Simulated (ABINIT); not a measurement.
# Optical response of BN (Qingsongite)

Aim: the dielectric function of BN (Qingsongite), and the optical constants that follow from it.

Calculated with ABINIT 10.8.3; DFT, LDA, plane waves with norm-conserving potentials (PseudoDojo 0.4.1), scalar-relativistic, independent-particle linear optical response without local fields.

### 1. Set-up

Symmetry: F-43m, No. 216, cubic system. The conventional cell has a = 3.615 Å, b = 3.615 Å, c = 3.615 Å, α = 90.00°, β = 90.00°, γ = 90.00°. Nearest to N lie 4 B at 1.57 Å. Nearest to B lie 4 N at 1.57 Å. Farther neighbours and most contacts between anions are not listed.

### 2. Ground state, bands and velocity matrix elements

The self-consistent density comes first; it also tells whether there is a gap, which decides the occupations and the need for a Drude term.

This step: DFT, LDA, plane waves with norm-conserving potentials (PseudoDojo 0.4.1), scalar-relativistic, ground state, bands at fixed density and velocity matrix elements (ABINIT 10.8.3).

Input file run.abi:

```
# ground state, bands on a dense mesh, and the derivatives d/dk of the wave functions
ndtset 3

ngkpt1 11 11 11
shiftk1 0.0 0.0 0.0
tolvrs1 1.0d-12
nband1 8
prtden1 1

iscf2 -2
getden2 1
ngkpt2 16 16 16
shiftk2 0.0 0.0 0.0
kptopt2 1
nband2 15
nbdbuf2 4
tolwfr2 1.0d-14

optdriver3 8
wfk_task3 "wfk_ddk"
prtevk3 1
getwfk3 2
getden3 1
iscf3 -2
ngkpt3 16 16 16
shiftk3 0.0 0.0 0.0
kptopt3 1
nband3 15

nshiftk 1
occopt 3
tsmear 0.001837
ecut 45.0
nstep 80
iomode 3
chksymbreak 0
chkprim 0
chksymtnons 0
acell 3*1.0 Angstrom
rprim
  0.000000000000 1.807500000000 1.807500000000
  1.807500000000 0.000000000000 1.807500000000
  1.807500000000 1.807500000000 0.000000000000
natom 2
ntypat 2
znucl 7 5
typat 1 2
xred
  0.750000000000 0.750000000000 0.750000000000
  0.000000000000 0.000000000000 0.000000000000
pseudos "N.upf, B.upf"
```

On the command line:

```
mpirun -n 4 abinit run.abi
```

Numbers of over 12 decimals in the logs are rounded to 6 here.

The log of the run:

```text
DATASET    1 : space group F-4 3 m (#216); Bravais cF (face-center cubic)
 DATASET    2 : space group F-4 3 m (#216); Bravais cF (face-center cubic)
 DATASET    3 : space group F-4 3 m (#216); Bravais cF (face-center cubic)
            ngfft          30      30      30
                         0.00451    0.01803    0.01803    0.01803    0.01803    0.01803
                         0.01803    0.01803    0.01803    0.00902    0.00451    0.01803
                         0.01803    0.01803    0.01803    0.01803    0.01803    0.00902
                         0.00451    0.01803    0.01803    0.01803    0.01803    0.00902
                         0.00451    0.01803    0.01803    0.00902    0.00451    0.00902
                         0.01803    0.03606    0.03606    0.03606    0.01803    0.03606
                         0.03606    0.03606    0.03606    0.01803    0.01803    0.03606
                         0.00195    0.00195    0.00098    0.00146    0.00586    0.00586
                         0.00586    0.00586    0.00586    0.00586    0.00586    0.00586
                         0.00586    0.00586    0.00586    0.00586    0.00586    0.00293
                         0.00146    0.00586    0.00586    0.00586    0.00586    0.00586
                         0.00586    0.00586    0.00586    0.00586    0.00586    0.00586
                         0.00293    0.00146    0.00586    0.00586    0.00586    0.00586
                         0.00586    0.00586    0.00586    0.00586    0.00586    0.00293
                         0.00195    0.00195    0.00098    0.00146    0.00586    0.00586
                         0.00586    0.00586    0.00586    0.00586    0.00586    0.00586
[...]
== DATASET  1 ==================================================================
 Real(R)+Recip(G) space primitive vectors, cartesian coordinates (Bohr,Bohr^-1):
 R(1)=  0.0000000  3.4156800  3.4156800  G(1)= -0.1463837  0.1463837  0.1463837
 R(2)=  3.4156800  0.0000000  3.4156800  G(2)=  0.1463837 -0.1463837  0.1463837
 R(3)=  3.4156800  3.4156800  0.0000000  G(3)=  0.1463837  0.1463837 -0.1463837
 Unit cell volume ucvol=  7.9700586E+01 bohr^3
 Angles (23,13,12)=  6.00000000E+01  6.00000000E+01  6.00000000E+01 degrees
 getcut: wavevector=  0.0000  0.0000  0.0000  ngfft=  30  30  30
     iter   Etot(hartree)      deltaE(h)  residm     vres2
 ETOT  1  -13.373121158898    -1.337E+01 2.675E-01 1.727E+02
 ETOT  2  -13.392656482312    -1.954E-02 9.558E-03 1.223E+02
 ETOT  3  -13.425270480155    -3.261E-02 4.442E-03 8.280E-01
 ETOT  4  -13.425471551839    -2.011E-04 3.478E-04 1.701E-03
 ETOT  5  -13.425471747461    -1.956E-07 1.502E-04 4.808E-05
 ETOT  6  -13.425471756416    -8.955E-09 3.498E-05 9.961E-07
 ETOT  7  -13.425471756613    -1.968E-10 1.277E-05 6.255E-10
 ETOT  8  -13.425471756613    -1.119E-13 4.192E-06 6.351E-11
 ETOT  9  -13.425471756613     2.292E-13 1.178E-06 8.155E-14
 At SCF step    9       vres2   =  8.16E-14 < tolvrs=  1.00E-12 =>converged.
 Cartesian components of stress tensor (hartree/bohr^3)
  sigma(1 1)=  3.60199217E-04  sigma(3 2)=  0.00000000E+00
  sigma(2 2)=  3.60199217E-04  sigma(3 1)=  0.00000000E+00
  sigma(3 3)=  3.60199217E-04  sigma(2 1)=  0.00000000E+00
 Mean square residual over all n,k,spin=   10.425E-09; max=  11.780E-07
 Fermi (or HOMO) energy (hartree) =   0.34029   Average Vxc (hartree)=  -0.48548
 Eigenvalues (hartree) for nkpt=  56  k points:
 kpt#   1, nband=  8, wtk=  0.00075, kpt=  0.0000  0.0000  0.0000 (reduced coord)
  -0.44298    0.29423    0.29423    0.29423    0.61564    0.61564    0.61564    0.67795
   2.00000    2.00000    2.00000    2.00000    0.00000    0.00000    0.00000    0.00000
kinetic             :  9.44625284880298E+00
hartree             :  1.77285202257739E+00
xc                  : -4.35055052826320E+00
Ewald energy        : -1.31703929426445E+01
psp_core            :  8.53340249781675E-01
local_psp           : -6.80860888176836E+00
non_local_psp       : -1.16836452509892E+00
internal            : -1.34254717566129E+01
'-kT*entropy'       : -2.31164274440160E-15
total_energy        : -1.34254717566129E+01
total_energy_eV     : -3.65325697503704E+02
 Cartesian components of stress tensor (hartree/bohr^3)
  sigma(1 1)=  3.60199217E-04  sigma(3 2)=  0.00000000E+00
  sigma(2 2)=  3.60199217E-04  sigma(3 1)=  0.00000000E+00
  sigma(3 3)=  3.60199217E-04  sigma(2 1)=  0.00000000E+00
-Cartesian components of stress tensor (GPa)         [Pressure= -1.0597E+01 GPa]
== DATASET  2 ==================================================================
 Real(R)+Recip(G) space primitive vectors, cartesian coordinates (Bohr,Bohr^-1):
 R(1)=  0.0000000  3.4156800  3.4156800  G(1)= -0.1463837  0.1463837  0.1463837
 R(2)=  3.4156800  0.0000000  3.4156800  G(2)=  0.1463837 -0.1463837  0.1463837
 R(3)=  3.4156800  3.4156800  0.0000000  G(3)=  0.1463837  0.1463837 -0.1463837
 Unit cell volume ucvol=  7.9700586E+01 bohr^3
 Angles (23,13,12)=  6.00000000E+01  6.00000000E+01  6.00000000E+01 degrees
 getcut: wavevector=  0.0000  0.0000  0.0000  ngfft=  30  30  30
 Mean square residual over all n,k,spin=   40.930E-16; max=  99.861E-16
 Eigenvalues (hartree) for nkpt= 145  k points:
 kpt#   1, nband= 15, wtk=  0.00024, kpt=  0.0000  0.0000  0.0000 (reduced coord)
  -0.44298    0.29423    0.29423    0.29423    0.61564    0.61564    0.61564    0.67795
   1.19366    1.32941    1.32941    1.33159    1.33159    1.33159    1.59114
== DATASET  3 ==================================================================
            ngfft          30      30      30
[...]
0.00586    0.00586    0.00586    0.00586    0.00586    0.00293
                         0.00195    0.00195    0.00098    0.00146    0.00586    0.00586
                         0.00586    0.00586    0.00586    0.00586    0.00586    0.00586
                         0.00586    0.00586    0.00586    0.00586    0.00586    0.00293
                         0.00146    0.00586    0.00586    0.00586    0.00586    0.00586
                         0.00586    0.00586    0.00586    0.00586    0.00586    0.00586
                         0.00293    0.00146    0.00586    0.00586    0.00586    0.00586
                         0.00586    0.00586    0.00586    0.00586    0.00586    0.00293
[shortened to cell, iterations, levels, energies and stress; the echo of variables, forces, comments, warnings and credits are left out]
```

Elapsed: 44 s, on 4 MPI ranks of AMD EPYC (Zen 3), shared host; peak memory 0.1 GiB.

Numbers from this step:

* total energy: -13.43 Ha
* gap on the k-mesh: 4.419 eV
* direct gap on the mesh: 8.746 eV

There is a gap, 4.42 eV on this mesh (points off the mesh can give less), so no carriers' term is needed.

### 3. Optical response

The spectrum is a sum over vertical transitions between filled and empty bands at the fixed density, so many empty bands are needed.

This step: DFT, LDA, plane waves with norm-conserving potentials (PseudoDojo 0.4.1), scalar-relativistic, independent-particle linear optical response without local fields (ABINIT 10.8.3).

Input file optic.abi:

```
&FILES
 ddkfile_1 = 'runo_DS3_1_EVK.nc',
 ddkfile_2 = 'runo_DS3_2_EVK.nc',
 ddkfile_3 = 'runo_DS3_3_EVK.nc',
 wfkfile = 'runo_DS2_WFK.nc'
/
&PARAMETERS
 broadening = 0.001470,
 domega = 0.0014700,
 maxomega = 0.58799,
 scissor = 0.0,
 tolerance = 0.002,
 nband_sum = 11
/
&COMPUTATIONS
 num_lin_comp = 1,
 lin_comp = 11,
 num_nonlin_comp = 0,
 num_linel_comp = 0,
 num_nonlin2_comp = 0
/
```

On the command line:

```
optic optic.abi
```

The log of the run:

```text

 OPTIC has originally been developed by
 S. Sharma, J. K. Dewhurst and C. Ambrosch-Draxl, Phys. Rev. B 67, 165332 (2003), and
 S. Sharma and C. Ambrosch-Draxl, Physica Scripta T 109 (2004).

 rprimd(bohr)      =   0.00000   3.41568   3.41568
                       3.41568   0.00000   3.41568
                       3.41568   3.41568   0.00000
 natom             =       2
 nkpt,mband        =     145      15
 ecut              =  45.00000 Ha
 newocc: new Fermi energy is       0.392729 , with nelect=      8.000000, Number of bisection calls: 5
 Fermi level: 10.6867  (eV)

 fermie            =   0.39273 Ha  10.68671 eV
 Scissor shift     =   0.00000 Ha
 Tolerance on closeness to singularities     =   0.00200 Ha
 Smearing factor      =   0.00147 Ha
 Will use the antiresonant approximation (meaning that the antiresonant terms are neglected)
 Will not perform the bands decomposition
 linear coeffs to be calculated :
 11
 non-linear coeffs to be calculated :

 electronic part of electro-optic coeffs to be calculated :

 non-linear coeffs (V2) to be calculated :

 linear optic matrix elements will be printed :0
 optic : Call pmat2cart
 No scissor shift to be applied. Returning to main optic routine.
 optic : Call linopt
  linopt            1           1
 calculated the component:           1           1   of dielectric function
  with broadening:         (0.000000,1.46999999999999995E-003)
 and scissors shift:   0.000000
 energy window:   54.644032      eV   2.008131      Ha
 optic : Call nlinopt
 optic : Call linelop
 optic : Call nonlinopt

================================================================================

 Calculation completed.
-
program: optic
version: 10.8.3
start_datetime:
end_datetime:
overall_cpu_time:           0.2
overall_wall_time:           0.2
mpi_procs: 1
omp_threads: 1
...
```

Wall time 0.99 s (1 thread); peak memory 0.05 GiB.

Numbers from this step:

```
electronic dielectric constant ε∞, mean over x, y and z (by symmetry where fewer were run) : 4.632
```

The Im ε, E ∥ x has structure finer than the step of the table below, so its rows give means over 0.5 eV, whole bins alone (the curve runs from 0.0400 to 15.9 eV). Peaks (eV: height): 9.96: 10.2, 10.72: 12.5, 11.24: 16.5, 11.64: 16.3, 11.88: 22.5, 12.32: 18.4, 12.80: 11.4.

Sum at mesh points, not converged in k; values under the direct gap are tails of Lorentzian lines. Im ε, E ∥ x against photon energy; means over each step:

```csv
photon energy (eV),"Im ε, E ∥ x"
1.0,0.00194
1.5,0.00297
2.0,0.00407
2.5,0.00527
3.0,0.00662
3.5,0.00815
4.0,0.00995
4.5,0.0121
5.0,0.0148
5.5,0.0181
6.0,0.0226
6.5,0.0287
7.0,0.0376
7.5,0.0521
8.0,0.0805
8.5,0.230
9.0,2.08
9.5,5.03
10.0,7.49
10.5,8.76
11.0,9.77
11.5,13.1
12.0,16.4
12.5,12.3
13.0,9.31
13.5,5.64
14.0,5.80
14.5,7.80
15.0,5.32
15.5,3.55
```

The reflectivity at normal incidence, E ∥ x has structure finer than the step of the table below, so its rows give means over 0.5 eV, whole bins alone (the curve runs from 0.0400 to 15.9 eV). Peaks (eV: height): 11.92: 53.9, 12.44: 63.1, 13.04: 56.5, 13.44: 58.8, 14.32: 52.1, 15.20: 64.6, 15.40: 61.8.

Sum at mesh points, not converged in k. Table of reflectivity at normal incidence, E ∥ x by photon energy; means over each step:

```csv
photon energy (eV),"reflectivity at normal incidence, E ∥ x (%)"
0.5,13.4
1.0,13.4
1.5,13.6
2.0,13.7
2.5,13.9
3.0,14.1
3.5,14.4
4.0,14.8
4.5,15.3
5.0,15.8
5.5,16.4
6.0,17.2
6.5,18.1
7.0,19.2
7.5,20.7
8.0,22.6
8.5,25.8
9.0,29.6
9.5,33.3
10.0,34.6
10.5,34.9
11.0,36.5
11.5,41.1
12.0,48.5
12.5,52.6
13.0,51.9
13.5,50.4
14.0,33.6
14.5,44.5
15.0,58.1
15.5,45.8
```

The loss function −Im 1/ε at q → 0, E ∥ x has structure finer than the step of the table below, so its rows give means over 0.5 eV, whole bins alone (the curve runs from 0.0400 to 15.9 eV). Peaks (eV: height): 12.68: 0.118, 13.80: 0.239, 13.96: 0.234, 14.44: 0.176, 15.28: 0.174, 15.52: 0.285, 15.68: 0.249.

Sum at mesh points, not converged in k; values under the direct gap are tails of Lorentzian lines. The loss function −Im 1/ε at q → 0, E ∥ x by energy loss; means over each step:

```csv
energy loss (eV),"loss function −Im 1/ε at q → 0, E ∥ x"
0.5,4.5e-5
1.0,8.9e-5
1.5,1.4e-4
2.0,1.8e-4
2.5,2.3e-4
3.0,2.8e-4
3.5,3.3e-4
4.0,3.9e-4
4.5,4.5e-4
5.0,5.1e-4
5.5,5.8e-4
6.0,6.6e-4
6.5,7.6e-4
7.0,8.7e-4
7.5,0.00103
8.0,0.00128
8.5,0.00244
9.0,0.0162
9.5,0.0291
10.0,0.0420
10.5,0.0541
11.0,0.0527
11.5,0.0585
12.0,0.0587
12.5,0.0781
13.0,0.0918
13.5,0.134
14.0,0.178
14.5,0.122
15.0,0.105
15.5,0.197
```

At chosen wavelengths:

```csv
wavelength (nm),n,k,R (%),1/α
1064,2.16,0.001,13.5,161 µm
800,2.17,0.001,13.6,90 µm
450,2.20,0.001,14.0,27 µm
405,2.21,0.002,14.2,21 µm
308,2.25,0.002,14.8,11 µm
248,2.32,0.003,15.8,6.2 µm
193,2.47,0.006,17.9,2.8 µm
```

Below the direct gap, k and the depth come from the tails of the Lorentzian lines, not from transitions.

### 4. What came out

- electronic dielectric constant ε∞, mean over x, y and z (by symmetry where fewer were run) (independent particles): 4.63

At this level (LDA, independent particles) BN has ε∞ = 4.63 and n = 2.16 at 1550 nm. On the mesh the gap is 4.42 eV and the least direct gap 8.75 eV, so on this mesh the band edges lie at different points. Excitons and phonon-assisted transitions are missing, and so are local fields; LDA gaps are as a rule too small, which pulls the onset down and ε∞ up. The sum runs over mesh points 0.19 Å⁻¹ apart with no interpolation, so peaks are partly noise of the mesh and static values carry its error.

[Logs are printed without paths, hosts, clocks, repeated set-up lines and the standing remarks that a program may print on its own settings, such as how far it seeks lower states.]

[Hosts, paths, dates, database ids (printed as entryN), source tags and the programs' standing remarks are cut or masked in the printed files.]
